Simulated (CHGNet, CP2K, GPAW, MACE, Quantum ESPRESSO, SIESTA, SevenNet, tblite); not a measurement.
# From one method to another: forces in random packing of Si51C37H13 (at. %) (71 atoms)

71 atoms (36 Si, 26 C, 9 H) packed at random in a cube at 2.26 g/cm³ and pushed apart as soft spheres; a start for melting by ab initio MD, not an equilibrated structure. Then every atom was moved at random, 0.03 Å r.m.s. a Cartesian component (hydrogen 0.6 of that).

Two calculations on one geometry. First: Kohn-Sham DFT, PBE+D3(BJ), SSSP efficiency 1.3.0 pseudopotentials, plane waves; sssp-1.3.0-efficiency; 45/360 Ry; levels smeared at 580 K (Quantum ESPRESSO 7.5; Γ point). Second: Kohn-Sham DFT, PBE, SSSP efficiency 1.3.0 pseudopotentials, plane waves; sssp-1.3.0-efficiency; 45/360 Ry; levels smeared at 580 K (Quantum ESPRESSO 7.5; sssp-pbe-1.3.0-efficiency, cutoffs 45/360 Ry, Γ point).

Cell vectors (Å):

```
9.930 0.000 0.000
0.000 9.930 0.000
0.000 0.000 9.930
```

Atom, position (Å) and force of the first calculation (eV/Å):

```
1 Si 2.939 3.570 8.212 -0.675 -2.139 2.097
2 Si 0.479 2.590 4.056 0.971 -2.503 2.487
3 Si 4.068 1.525 7.915 1.283 -0.532 -0.424
4 Si 3.503 4.325 4.860 0.934 1.093 0.768
5 Si 7.674 5.602 8.212 -0.647 -0.211 -0.426
6 Si 8.063 5.528 2.954 -2.067 3.708 0.761
7 Si 7.412 1.663 7.278 1.366 0.684 2.951
8 Si 4.953 9.671 0.745 -0.117 0.644 -1.906
9 Si 5.615 6.960 9.523 0.760 -1.373 0.087
10 Si 2.817 1.026 5.254 -1.289 -0.633 -0.411
11 Si 6.732 5.082 0.902 -1.176 -0.364 -0.647
12 Si 1.796 3.403 6.253 -1.804 1.004 -1.378
13 Si 8.857 3.595 2.892 -0.159 0.115 -0.287
14 Si 0.295 3.620 9.123 -0.479 -1.296 0.874
15 Si 4.340 2.806 0.328 -2.024 1.446 0.494
16 Si 0.342 5.990 0.003 -0.402 0.443 1.267
17 Si 8.613 6.241 5.294 0.898 -0.139 0.670
18 Si 3.626 5.450 7.322 1.905 1.394 -3.886
19 Si 0.821 6.784 7.357 -0.365 -0.656 -1.739
20 Si 7.293 8.645 0.574 1.576 0.585 -5.447
21 Si 3.683 7.540 8.580 -1.945 1.994 -0.824
22 Si 6.519 8.367 3.906 -0.035 -1.617 6.027
23 Si 8.996 2.145 0.890 2.513 0.742 -3.259
24 Si 5.735 7.932 1.939 -3.439 -3.643 0.953
25 Si 8.608 1.451 2.865 0.420 -1.969 4.069
26 Si 7.749 9.421 2.477 2.484 0.300 1.062
27 Si 9.726 8.156 3.568 0.041 0.512 -0.336
28 Si 4.597 9.632 4.545 -1.056 -1.516 0.528
29 Si 6.314 1.673 9.881 1.213 -0.545 -0.017
30 Si 1.091 1.598 7.564 -1.649 -1.983 0.236
31 Si 5.739 1.849 5.887 -3.108 1.690 1.010
32 Si 2.513 5.658 9.289 0.658 0.000 2.371
33 Si 2.226 3.599 2.968 0.281 0.207 -1.673
34 Si 6.602 0.809 4.195 1.346 0.543 -2.443
35 Si 3.686 0.442 2.412 -1.978 1.987 1.961
36 Si 7.005 8.720 8.076 -1.384 -0.372 -2.950
37 C 9.886 5.233 3.574 -0.978 -0.724 -0.297
38 C 0.514 9.794 6.736 0.096 1.056 0.274
39 C 5.257 4.134 6.212 -0.973 -0.630 0.409
40 C 1.654 0.599 3.305 1.438 0.937 0.060
41 C 7.150 8.421 5.915 0.174 -0.701 -0.054
42 C 2.186 2.788 0.109 0.804 0.792 -0.272
43 C 6.108 3.151 7.974 -0.799 -0.337 -1.281
44 C 7.087 4.229 4.177 -0.110 -1.028 -0.256
45 C 0.525 7.201 1.431 -0.568 -0.360 0.399
46 C 8.096 0.593 0.405 -1.456 -0.611 -1.278
47 C 9.879 5.039 6.193 1.095 1.832 -0.030
48 C 8.583 3.002 8.186 0.082 -0.016 -1.787
49 C 7.649 3.369 6.369 0.701 -0.145 0.589
50 C 5.690 1.612 2.327 -0.846 -0.716 0.247
51 C 3.957 7.807 3.797 -0.754 0.340 -1.413
52 C 5.521 2.897 4.338 1.929 2.142 -0.461
53 C 5.831 6.970 7.494 0.381 0.970 -0.748
54 C 4.565 5.189 0.555 1.116 0.348 1.340
55 C 2.844 8.700 2.208 0.411 -0.772 1.147
56 C 1.849 5.826 5.218 0.550 -0.825 1.171
57 C 9.689 2.603 6.293 0.971 0.288 -0.629
58 C 4.850 6.170 2.335 0.121 0.034 -1.938
59 C 4.959 7.152 5.814 0.996 0.056 2.402
60 C 8.939 0.349 4.642 -0.274 0.333 -0.648
61 C 5.869 0.346 7.411 1.292 0.925 0.558
62 C 0.107 0.767 9.135 0.190 0.407 0.048
63 H 2.204 9.316 9.464 0.365 -0.335 -0.499
64 H 0.861 4.586 1.767 0.744 -0.351 0.809
65 H 2.699 8.074 5.647 0.124 -0.235 -0.116
66 H 4.079 2.766 2.957 -0.283 -0.282 -0.266
67 H 8.367 7.597 8.942 -0.365 -0.025 -0.496
68 H 2.711 6.536 3.025 0.981 0.801 0.422
69 H 9.087 7.983 6.589 0.133 -0.442 -0.055
70 H 1.039 1.291 1.182 -0.434 0.580 -0.364
71 H 8.301 7.230 2.094 0.295 -0.907 0.392
```

**Question.** What forces does the second calculation give?

Atom and force (eV/Å):

```
1 -0.688 -2.156 2.134
2 1.130 -2.604 2.555
3 1.296 -0.595 -0.642
4 0.817 1.171 0.803
5 -0.829 -0.074 -0.192
6 -2.094 3.944 0.614
7 1.321 0.695 2.980
8 -0.193 0.607 -1.892
9 0.858 -1.584 0.141
10 -1.609 -0.216 -0.488
11 -1.578 0.068 -0.769
12 -1.702 0.834 -1.569
13 -0.210 0.192 -0.312
14 -0.429 -1.233 0.926
15 -2.021 1.485 0.511
16 -0.390 0.407 1.019
17 1.135 -0.061 0.401
18 1.965 1.597 -3.925
19 -0.359 -0.867 -1.770
20 1.628 0.557 -5.480
21 -1.632 1.750 -1.041
22 -0.034 -1.677 6.073
23 2.593 0.644 -3.380
24 -3.476 -3.763 0.944
25 0.425 -2.005 4.017
26 2.563 0.311 0.981
27 -0.083 0.273 -0.464
28 -1.148 -1.522 0.547
29 1.240 -0.534 -0.032
30 -1.515 -2.074 0.069
31 -3.236 1.702 1.108
32 0.635 0.083 2.345
33 0.313 0.182 -1.659
34 1.298 0.621 -2.469
35 -2.018 2.035 2.160
36 -1.382 -0.581 -2.927
37 -1.102 -0.612 -0.100
38 0.146 1.074 0.279
39 -0.982 -0.711 0.409
40 1.689 0.990 0.412
41 0.194 -0.794 -0.050
42 0.810 0.828 -0.323
43 -0.789 -0.428 -1.383
44 -0.130 -1.052 -0.241
45 -0.643 -0.271 0.620
46 -1.439 -0.643 -1.196
47 1.230 1.952 -0.057
48 0.050 -0.002 -1.858
49 0.684 -0.171 0.687
50 -0.897 -0.775 0.214
51 -0.809 0.426 -1.590
52 1.994 2.198 -0.436
53 0.042 1.057 -0.728
54 1.429 0.408 1.482
55 0.589 -0.802 1.321
56 0.549 -1.078 1.429
57 0.949 0.301 -0.605
58 0.300 -0.097 -2.199
59 1.115 0.046 2.699
60 -0.259 0.270 -0.706
61 1.258 1.035 0.553
62 0.067 0.533 0.161
63 0.368 -0.348 -0.506
64 0.780 -0.361 0.828
65 0.123 -0.233 -0.114
66 -0.368 -0.239 -0.267
67 -0.506 0.053 -0.548
68 0.986 0.806 0.426
69 0.148 -0.494 -0.072
70 -0.447 0.578 -0.374
71 0.284 -1.060 0.520
```

The two sets differ by 123 meV/Å r.m.s., 8.8 % of the r.m.s. force of the Quantum ESPRESSO run. The electron count is odd in QE PBE, sssp-1.3.0-efficiency, 45/360 Ry and QE PBE+D3(BJ), sssp-1.3.0-efficiency, 45/360 Ry, and they have no spin polarisation, so the unpaired electron is spread evenly over both spins. The electronic-structure runs sample only Γ, in a cell whose shortest periodic width is 10 Å, which is coarse for a cell with partly filled levels.

[Logs are printed without paths, hosts, clocks, repeated set-up lines and the standing remarks that a program may print on its own settings, such as how far it seeks lower states.]

[Hosts, paths, dates, database ids (printed as entryN), source tags and the programs' standing remarks are cut or masked in the printed files.]
